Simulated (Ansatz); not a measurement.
# Quasi-harmonic thermodynamics of Sr3SnSe (hypothetical, Pm-3m), part 2 of 2

How much does Sr3SnSe (hypothetical) expand with temperature? The compound is hypothetical: it was made by swapping elements on a known structure type.

Ansatz 0.2.0; DFT PBEsol, scalar-relativistic, plane waves, PAW.

So far. Step 2 (Probe on a coarse mesh): The start is under 17 GPa at this level and looks like an insulator or semiconductor on this mesh. Step 5 (Tight relaxation): The residual pressure is 4.6e-4 GPa, small enough for phonons. The relaxed cell has a = 5.731 Å (conventional setting).

### 6. Phonons on strained cells

The study relaxes the crystal at several strains, solves the phonons on some of them and minimises energy plus vibrational free energy at each temperature; the q-mesh sets how far the force constants reach.

Contents of input.yaml:

```yaml
crystal:
  lattice:
    - [5.7309409905, 0.0, 0.0]
    - [0.0, 5.7309409905, 0.0]
    - [0.0, 0.0, 5.7309409905]
  atoms:
    - { symbol: Sr, position: [0.0, 0.5, 0.5] }
    - { symbol: Sr, position: [0.5, 0.0, 0.5] }
    - { symbol: Sr, position: [0.5, 0.5, 0.0] }
    - { symbol: Sn, position: [0.0, 0.0, 0.0] }
    - { symbol: Se, position: [0.5, 0.5, 0.5] }
kpoints:
  mp_grid: { grid: [6, 6, 6] }
hamiltonian:
  xc: pbesol
scf:
  occupations: { method: methfessel_paxton, width: 0.2 }
output:
  eigenvalues: true
phonons:
  method: dfpt
  qmesh: [2, 2, 2]
  temperatures: { t_max: 800.0, t_step: 50 }
  thermal_expansion: {}
```

On the command line:

```bash
> ansatz run input.yaml --threads 4 --pin off --max-ram 16384MiB --backend cpu --events-out ev --progress --plain --runs-dir out
```

What it wrote:

```text
The last accepted step is kept in <dir> (removed where the run ends without a failure and the disk answers)
Engine: ansatz 0.2.0, aarch64-unknown-linux-gnu
Pseudopotentials: kind: paw
Pseudopotential: Sr, paw, valence charge 10, recommended cutoff 420 eV (normal), Sr.paw.azcp
Pseudopotential: Sn, paw, valence charge 14, recommended cutoff 420 eV (normal), Sn.paw.azcp
Pseudopotential: Se, paw, valence charge 16, recommended cutoff 420 eV (normal), Se.paw.azcp
Functional definition: PBEsol
  exchange = pbesol_x
  correlation = pbesol_c
Crystal: 5 atoms, lattice volume = 188.225 Å³
Basis set: ecut = 487.2 eV, 4625 PW (Γ), exchange–correlation on 90×90×90 points (8 copies of the dense FFT grid, shifted against one another)
Bands: 36, of which v1, the nominal top of the filled ones, is band 30 counted from 1 (29 counted from 0)
Symmetry: 48 space group operations
Space group: Pm-3m (ITA 221), of the structure as read, at distance tolerance 5.7e-5 Å
k-points: 20 of 216
Non-local potential: Sr, projectors of the file, l = 0: 3, l = 1: 2, l = 2: 2
Non-local potential: Sn, projectors of the file, l = 0: 2, l = 1: 2, l = 2: 2, l = 3: 2
Non-local potential: Se, projectors of the file, l = 0: 2, l = 1: 2, l = 2: 3, l = 3: 1
PAW form: soft (Blöchl's): semilocal exchange-correlation on the pseudo side does not see the compensation charge
PAW frozen core: Sr, regenerated for the run's functional, and the local potential with it (the file was generated under x = pbe(κ = 0.804, μ = 0.219515), c = pbe(β = 0.066725))
PAW frozen core: Sn, regenerated for the run's functional, and the local potential with it (the file was generated under x = pbe(κ = 0.804, μ = 0.219515), c = pbe(β = 0.066725))
PAW frozen core: Se, regenerated for the run's functional, and the local potential with it (the file was generated under x = pbe(κ = 0.804, μ = 0.219515), c = pbe(β = 0.066725))
PAW one-centre angular grid: Sr, 110 points (default); XC on 64 Gauss nodes
PAW one-centre angular grid: Sn, 590 points (default); XC on 64 Gauss nodes
PAW one-centre angular grid: Se, 590 points (default); XC on 64 Gauss nodes
Initial density: superposition of atomic densities (neutral atoms: chi_scale 0, normalization atom), corrected by the library's trained network
Initial wavefunctions: pseudopotential atomic-orbital guess
Functional: x = pbesol(κ = 0.804, μ = 0.123457), c = pbesol(β = 0.046)
SCF iter   1: F=—  HF=-21855.451771 eV  |F-HF|=—  |Δ(HF+E_count)|=         —  Δρ=4.89e-3  dr2=2.04e-1  ethr=1.77e-3  ⟨swp⟩=11.0  Hψ=8360  notcnv=0
automatic band count: the SCF goes on with 42 bands, as 36 were too few: the levels above may hold too much charge
[...]
E_xc         = -996.759265
  E_vxc        = -678.585156  (∫ρ·V_xc dr)
  E_paw        = -13866.036072  (= ΣΔE_a)
  E_vpaw       = -261.019421  (= ΣTr[D̂ρ^β])
  E_aug_tail   = -0.000235  (compensation charges beyond the density's cutoff)
  E_ewald      = -4301.396332
  E_core_change = 1.696332  (= ΣΔE_core)
  E_smearing   = 0.003606  (= −TS)
  E_closure    = 0.000000  (closes the sum)
  Σ components = -21855.388589   (vs F -21855.388589, Δ=0.00e0)
--- Forces (eV/Å), atoms counted from 1 ---
  atom   1  Sr     0.00000000    -0.00000000    -0.00000000
  atom   2  Sr     0.00000000    -0.00000000    -0.00000000
  atom   3  Sr     0.00000000    -0.00000000    -0.00000000
  atom   4  Sn    -0.00000000    -0.00000000    -0.00000000
  atom   5  Se     0.00000000    -0.00000000     0.00000000
  max |Σ_I F_I| component: 1.27e-28 eV/Å
--- Stress (GPa, compression-positive) ---
       -0.000398       0.000000       0.000000
       -0.000000      -0.000398      -0.000000
        0.000000      -0.000000      -0.000398
  P = ⅓ Tr σ = -0.0004 GPa (-0.004 kbar)
--- Band table (eV; the first three rows and the last of 20) ---
  k-point 0: bands = [... 26 lower, 3.6240, 7.2900, 7.3189, 7.3189, 7.3302, 7.3302, 7.3302, 7.3516, ... 8 higher]
  k-point 1: bands = [... 26 lower, 3.5836, 6.1270, 6.8973, 6.8973, 7.4067, 7.4891, 7.5213, 7.9980, ... 8 higher]
  k-point 2: bands = [... 26 lower, 3.5069, 5.2824, 6.6422, 6.6422, 7.5330, 7.9464, 8.0003, 8.8269, ... 8 higher]
  k-point 19: bands = [... 26 lower, 1.9982, 6.1815, 6.1815, 6.1815, 8.2304, 8.2304, 8.2304, 9.5388, ... 8 higher]
── thermal expansion: 3 new cells, 3 in all ──
thermal expansion: relaxation of cell 2
thermal expansion: relaxation of cell 3
── thermal expansion: 2 new cells, 5 in all ──
thermal expansion: relaxation of cell 4
thermal expansion: lower-state search of cell 4
thermal expansion: electrons of cell 4
thermal expansion: phonons of cell 4
WARN: thermal expansion: phonon_interpolation_lacks_dipole_term in the phonons of 1 cell: 4
WARN: thermal expansion: vibrations_at_or_below_zero in the phonons of 1 cell: 4
this run last wrote the structure of step 1 to <dir>
--- Relaxed structure (1 steps of the walk, 1 accepted, 0 SCFs on fresh bases) ---
  F+E_penalty+E_count = -21855.38858920 eV   max|allowed force component| = 2.685e-29 eV/Å
  atoms:
    - { symbol: Sr, position: [0.0, 0.5, 0.5] }
    - { symbol: Sr, position: [0.5, 0.0, 0.5] }
    - { symbol: Sr, position: [0.5, 0.5, 0.0] }
    - { symbol: Sn, position: [0.0, 0.0, 0.0] }
    - { symbol: Se, position: [0.5, 0.5, 0.5] }
--- Thermal expansion: 5 cells in 2 rounds, 0 GPa ---
  no lower state was reached at cell 4; its state was not examined: fill_not_monotonic
  not told: vibrations stand at or below zero in cell 4 (3.375 modes a cell, the lowest at -61.6 cm⁻¹): the crystal is at no minimum there, or its k-points are too few: type the crystal that it becomes, another pressure, or a denser kpoints.mp_grid, in a new run
  phonon_interpolation_lacks_dipole_term in the phonons of 1 cell: 4
  vibrations_at_or_below_zero in the phonons of 1 cell: 4
Error: vibrations stand at or below zero in cell 4 (3.375 modes a cell, the lowest at -61.6 cm⁻¹): the crystal is at no minimum there, or its k-points are too few: type the crystal that it becomes, another pressure, or a denser kpoints.mp_grid, in a new run
[key lines of the parts left out:]
SCF converged after 11 iterations
Free energy (F): -21855.388589 eV
Fermi energy:    7.308977 eV
```

It took 12 min on 4 threads of Arm Neoverse V1, shared host; peak memory 1.9 GiB; 46 min of CPU time.

The run ended with an error.

The program's message: “vibrations stand at or below zero in cell 4 (3.375 modes a cell, the lowest at -61.6 cm⁻¹): the crystal is at no minimum there, or its k-points are too few: type the crystal that it becomes, another p …”

### 7. Phonons of the refused cell

The study refused this cell, so its phonons are run alone to see which modes are imaginary.

input.yaml, as its differences from that of step 6:

```diff
@@ -22,3 +22,7 @@
   qmesh: [2, 2, 2]
-  temperatures: { t_max: 800.0, t_step: 50 }
-  thermal_expansion: {}
+  temperatures: { t_max: 1000, t_step: 50 }
+  qpath:
+    path:
+      - [[0.0, 0.0, 0.0], [0.0, 0.5, 0.0], [0.5, 0.5, 0.0], [0.0, 0.0, 0.0], [0.5, 0.5, 0.5], [0.0, 0.5, 0.0]]
+      - [[0.5, 0.5, 0.5], [0.5, 0.5, 0.0]]
+    npoints: 10
```

What it wrote:

```text
[...]
Crystal: 5 atoms, lattice volume = 188.225 Å³
Basis set: ecut = 420 eV, 3743 PW (Γ), exchange–correlation on 80×80×80 points (8 copies of the dense FFT grid, shifted against one another)
Bands: 36, of which v1, the nominal top of the filled ones, is band 30 counted from 1 (29 counted from 0)
Symmetry: 48 space group operations
k-points: 20 of 216
[...]
SCF iter   1: F=—  HF=-21855.451003 eV  |F-HF|=—  |Δ(HF+E_count)|=         —  Δρ=4.89e-3  dr2=2.05e-1  ethr=1.77e-3  ⟨swp⟩=10.8  Hψ=8337  notcnv=0
[...]
SCF iter  11: F=-21855.387361 eV  HF=-21855.387361 eV  |F-HF|=3.64e-12  |Δ(HF+E_count)|=  1.31e-10  S|Δr|=    0.00e0  Δρ=6.46e-8  dr2=9.33e-12  ethr=1.00e-12  ⟨swp⟩=14.3  Hψ=5122  notcnv=0
SCF 1 converged in 11 iterations: F = -21855.387361 eV  dr2 = 9.33e-12
[...]
SCF iter   8: F=-21855.387361 eV  HF=-21855.387361 eV  |F-HF|=1.09e-11  |Δ(HF+E_count)|=  3.64e-12  S|Δr|=    0.00e0  Δρ=3.23e-8  dr2=3.42e-12  ethr=1.00e-12  ⟨swp⟩=2.8  Hψ=1439  notcnv=0
SCF 2 converged in 8 iterations: F = -21855.387361 eV  dr2 = 3.42e-12
k-points: 40 of 216 (irreducible under 8 space group operations, time reversal used)
[...]
SCF iter   8: F=-21855.387564 eV  HF=-21855.387564 eV  |F-HF|=3.64e-12  |Δ(HF+E_count)|=  2.18e-11  Δρ=3.53e-8  dr2=2.72e-12  ethr=1.00e-12  ⟨swp⟩=13.2  Hψ=6503  notcnv=0
SCF 3 converged in 8 iterations: F = -21855.387564 eV  dr2 = 2.72e-12
NSCF: frozen V_eff on 9 k-points
[...]
DFPT response loops at q = (0, 0, 0) (fractional): preconditioner auto → Kerker (q_TF=auto, 2.255 Å⁻¹) (partly filled bands, converged f_vac=0.000); β = 1.00, the filter's whole step (`scf.mixing.beta` (0.50) is not read by the response loops under this deck's `scf.mixing.preconditioner`; to damp them name `kerker` or `kerker_dos`, under which they read `scf.mixing.beta`, and type it under 1.00, their step now; both keys bind the ground state too); Broyden in place of MSR1
[...]
SCF converged after 11 iterations
[...]
Free energy (F): -21855.387361 eV
[...]
Internal energy: -21855.390967 eV  (E = F + TS)
E sigma→0 (E₀):  -21855.388263 eV
Entropy (-TS):   0.003606 eV (0.721 meV/atom)
Fermi energy:    7.309043 eV
[...]
--- Band table (eV; the first three rows and the last of 20) ---
  k-point 0: bands = [... 26 lower, 3.6241, 7.2900, 7.3190, 7.3190, 7.3303, 7.3303, 7.3303, 7.3517, ... 8 higher]
  k-point 1: bands = [... 26 lower, 3.5836, 6.1270, 6.8974, 6.8974, 7.4068, 7.4892, 7.5213, 7.9981, ... 8 higher]
  k-point 2: bands = [... 26 lower, 3.5070, 5.2825, 6.6423, 6.6423, 7.5331, 7.9465, 8.0004, 8.8270, ... 8 higher]
  k-point 19: bands = [... 26 lower, 1.9982, 6.1816, 6.1816, 6.1816, 8.2305, 8.2305, 8.2305, 9.5389, ... 8 higher]
--- Phonons (Γ-DFPT): 4 representative perturbations + reference (Σ response iterations 12) ---
  ASR residual: 6.665e-5 → 0.000e0 eV/Å²; symmetrization residual: 2.110e-5 eV/Å²
  ASR residual per site (eV/Å²): 6.67e-5 6.67e-5 6.67e-5 4.81e-5 1.85e-5
  Γ frequencies (cm⁻¹): -38.54 -38.54 -38.54 0.00 0.00 0.00 23.41 23.41 23.41 79.48 79.48 79.48 230.93 230.93 230.93
--- Phonons (arbitrary-q DFPT): 4 irreducible q on the 2×2×2 mesh ---
  q = [0.0000, 0.0000, 0.0000] (star 1, of the zone-centre solve; hermiticity 4.24e-6, symmetrization 7.19e-12): -38.54 -38.54 -38.54 -0.00 0.00 0.00 23.41 23.41 23.41 79.48 79.48 79.48 230.93 230.93 230.93
  q = [0.0000, 0.0000, -0.5000] (star 3, 9 solved perturbations in 504 linear systems a pass and spin channel, the states on 64 of 216 k-point pairs; hermiticity 3.56e-6, symmetrization 1.51e-8): -12.97 -12.97 -12.40 -12.40 13.44 45.13 45.13 55.38 66.29 73.35 73.35 176.78 184.45 231.67 231.67
[...]
sum rule: each row above includes the acoustic sum rule's correction from the zone centre's row sums; it moved no ω² by more than (0.45 cm⁻¹)²
  mesh force constants: q→R imaginary residual 2.02e-18; ASR residual 6.665e-5 → 0.000e0 eV/Å²; symmetrization residual 1.421e-14 eV/Å²
  interpolated dispersion: 62 rows × 15 modes
  density of states and harmonic sums: on the 12×12×12 q-mesh, interpolated from the force constants of a 2×2×2 supercell (no non-analytic term)
  largest difference from the sums on the solved wave vectors: F 1.90e-1 eV, S 2.55e-4 and C_V 6.46e-5 eV/K
  zero-point energy: 0.078163 eV/cell   skipped modes (ω ≤ 0): 253, of them read as no rigid motion or as one in doubt: 250 (2.998e0 modes/cell left out, lowest -61.58 cm⁻¹)   left out of the sums: 2.00e-1 of the cell's modes: C_V's classical limit lies that fraction below 3 k_B per atom; for a crystal, a wire or a layer, F and S can be off by more, and a phonons.interpolated_qmesh denser along its periods is the remedy for the sampling
```

Run time: 5 min. Hardware: 4 threads; peak memory 1.6 GiB.

Numbers from this step:

| Item | Value |
| --- | --- |
| lowest frequency on the path | -61.58 cm⁻¹ |
| point group | m-3m |
| highest frequency | 231.9 cm⁻¹ |

No LO-TO term. Phonon branches along the path, in cm⁻¹:

```csv
point,branch 1,branch 2,branch 3,branch 4,branch 12,branch 13,branch 14,branch 15
Γ,-38,-38,-38,0,80,231,231,231
halfway,-30,-30,14,14,119,219,231,231
X,-13,-13,-12,-12,177,184,232,232
halfway,-52,-11,10,11,174,185,221,232
M,-62,-26,-26,28,172,172,203,232
halfway,-43,-23,-16,23,122,215,223,232
Γ,-38,-38,-38,0,80,231,231,231
halfway,-46,-39,-39,22,124,216,216,227
R,-61,-61,-61,14,173,173,173,209
halfway,-54,-45,-40,22,174,184,216,225
X,-13,-13,-12,-12,177,184,232,232
jump to R,-61,-61,-61,14,173,173,173,209
halfway,-61,-49,-49,20,173,173,197,223
M,-62,-26,-26,28,172,172,203,232
```

Tetrahedra on 12 12 12, mean over bins of 5 cm⁻¹. Table of phonon density of states by wavenumber; read off at these points:

wavenumber (cm⁻¹), phonon density of states (1/cm⁻¹/cell) and a bar:
```
      -62      0.012 #
      -52      0.053 ######
      -48      0.050 ######
      -38      0.060 #######
      -32      0.085 ##########
      -22      0.066 ########
      -12      0.026 ###
       -8      0.008 
        2      0.005 
        8      0.009 
       18      0.114 ##############
       22      0.235 ##############################
       28      0.065 ########
       32      0.066 ########
       38      0.114 ##############
       42      0.038 ####
       48      0.042 #####
       58      0.091 ###########
       68      0.079 ##########
       72      0.096 ############
       78      0.117 ###############
       82      0.077 #########
       88      0.052 ######
       98      0.028 ###
      102      0.023 ##
      112      0.026 ###
      122      0.022 ##
      128      0.021 ##
      138      0.022 ##
      142      0.023 ##
      152      0.025 ###
      162      0.031 ###
      168      0.033 ####
      178      0.007 
      182      0.018 ##
      192      0.032 ####
      202      0.033 ####
      208      0.039 ####
      218      0.053 ######
      222      0.069 ########
      232      0.122 ###############
```

No LO-TO term. The modes at Γ (shares of kinetic energy by element, %) (negative means imaginary):

```csv
mode,frequency (cm⁻¹),symmetry,Sr %,Sn %,Se %
1,-38.5,T1u,42,57,0
2,-38.5,T1u,42,57,0
3,-38.5,T1u,42,57,0
4,0.0,T1u,57,26,17
5,0.0,T1u,57,26,17
6,0.0,T1u,57,26,17
7,23.4,T2u,100,0,0
8,23.4,T2u,100,0,0
9,23.4,T2u,100,0,0
10,79.5,T1u,45,17,38
11,79.5,T1u,45,17,38
12,79.5,T1u,45,17,38
13,230.9,T1u,55,0,45
14,230.9,T1u,55,0,45
15,230.9,T1u,55,0,45
```

Displacements in mode 1 (-38.5 cm⁻¹), the largest set to 1:
```
Sr1 -0.03 -0.10 -0.04
Sr2 -0.71  0.00 -0.04
Sr3 -0.71 -0.10  0.00
Sn4  1.00  0.15  0.05
Se5  0.09  0.01  0.00
```

Displacements in mode 14 (230.9 cm⁻¹), the largest set to 1:
```
Sr1  0.00  0.00 -0.07
Sr2  0.00  0.00 -0.07
Sr3  0.00  0.00  1.00
Sn4  0.00  0.00  0.00
Se5  0.00  0.00 -0.95
```

Lowest modes at the softest wavevector of the mesh; phase exp(i q.(R + tau)). The modes at q = (0.500, 0.500, 0.000) (shares of kinetic energy by element, %) (negative means imaginary):

```csv
mode,frequency (cm⁻¹),Sr %,Sn %,Se %
1,-61.6,100,0,0
2,-26.0,72,28,0
3,-26.0,72,28,0
4,28.2,100,0,0
5,28.2,100,0,0
6,30.1,0,100,0
```

Displacements in mode 1 (-61.6 cm⁻¹), the largest set to 1, in the home cell:
```
Sr1  0.00  1.00  0.00
Sr2 -1.00  0.00  0.00
Sr3  0.00  0.00  0.00
Sn4  0.00  0.00  0.00
Se5  0.00  0.00  0.00
```

Displacements in mode 4 (28.2 cm⁻¹), the largest set to 1, in the home cell (x, y, z of the real part, then of the imaginary part):
```
Sr1  0.00  0.00  1.00  0.00  0.00  0.01
Sr2  0.00  0.00 -0.12  0.00  0.00  0.06
Sr3  0.00  0.00  0.00  0.00  0.00  0.00
Sn4  0.00  0.00  0.00  0.00  0.00  0.00
Se5  0.00  0.00  0.00  0.00  0.00  0.00
```

The modes has structure finer than the step of the table below, so its rows give means over 10 cm⁻¹. Peaks (cm⁻¹: height): Se 79.9: 0.0269, 98.0: 0.0285, 120.1: 0.0269, 148.2: 0.0275, 168.4: 0.059, 204.6: 0.0196, 230.7: 0.0688; Sn -24.7: 0.0164, 21.5: 0.109, 37.6: 0.0713, 53.7: 0.0453; Sr -24.7: 0.0639, 23.5: 0.106, 75.8: 0.0764, 120.1: 0.0225, 146.2: 0.0175, 188.5: 0.0361, 230.7: 0.0887.

Phonopy on the run's constants, 11x11x11 mesh, Gaussian sigma 2.3 cm⁻¹. Table of modes by wavenumber; means over each step; values in 1/cm⁻¹/cell:

```csv
wavenumber (cm⁻¹),Se,Sn,Sr
-60,0,1.4e-5,0.0368
-50,8.9e-6,2.5e-4,0.0514
-40,2.9e-5,0.00407,0.0536
-30,1.3e-4,0.0153,0.0604
-20,2.4e-4,0.0114,0.0416
-10,1.6e-4,0.00481,0.0145
0,1.2e-4,0.00143,0.00465
10,7.7e-4,0.00804,0.0139
20,0.00199,0.0761,0.0769
30,0.00135,0.0447,0.0383
40,0.00153,0.0445,0.0250
50,0.00150,0.0312,0.0274
60,0.00213,0.0301,0.0452
70,0.0116,0.0139,0.0632
80,0.0233,0.00950,0.0666
90,0.0104,0.00135,0.0234
100,0.0200,0.00149,0.0176
110,0.00336,1.1e-4,0.00291
120,0.0214,5.9e-4,0.0178
130,0.00626,1.1e-4,0.00441
140,0.0129,1.5e-4,0.0111
150,0.0181,1.4e-4,0.0107
160,0.00848,3.5e-5,0.00606
170,0.0323,1.1e-4,0.00836
180,0.00641,8.9e-6,0.00621
190,0.0124,3.7e-5,0.0230
200,0.0126,9.8e-6,0.0184
210,0.0148,1.9e-5,0.0249
220,0.0250,1.9e-5,0.0380
230,0.0491,1.3e-5,0.0649
240,0.00182,0,0.00228
```

The lowest solved frequency is -61.6 cm⁻¹, so the cell is unstable here and gives no valid free energy.

### 8. What came out

| Quantity | Value |
| --- | --- |
| lowest frequency at the solved wavevectors | -61.6 cm⁻¹ |

With imaginary harmonic modes at the relaxed cell the quasi-harmonic free energy is undefined, so no expansion is obtained for this phase at this level. The softest solved mode is 62i cm⁻¹ at q = (0, -0.5, -0.5), and 4 of 4 solved wavevectors carry a mode beyond 8i cm⁻¹. In a metal soft modes also hang on the k-mesh and the smearing, which were not converged here.

[Long decimals in the printed logs are rounded to 6 places.]

[Logs are printed without paths, hosts, clocks, repeated set-up lines and the standing remarks that a program may print on its own settings, such as how far it seeks lower states.]

[Hosts, paths, dates, database ids (printed as entryN), source tags and the programs' standing remarks are cut or masked in the printed files.]

[Where the starting crystal was built by hand or by swapping elements, it need not be the compound's stable phase.]

[A step with changed settings may run another functional than the one named; its input shows which.]

[Pressures of single members of a volume series are the stress at the run's cutoff; with an incomplete basis they can lie off −dE/dV of the same runs, and they are not shown converged.]
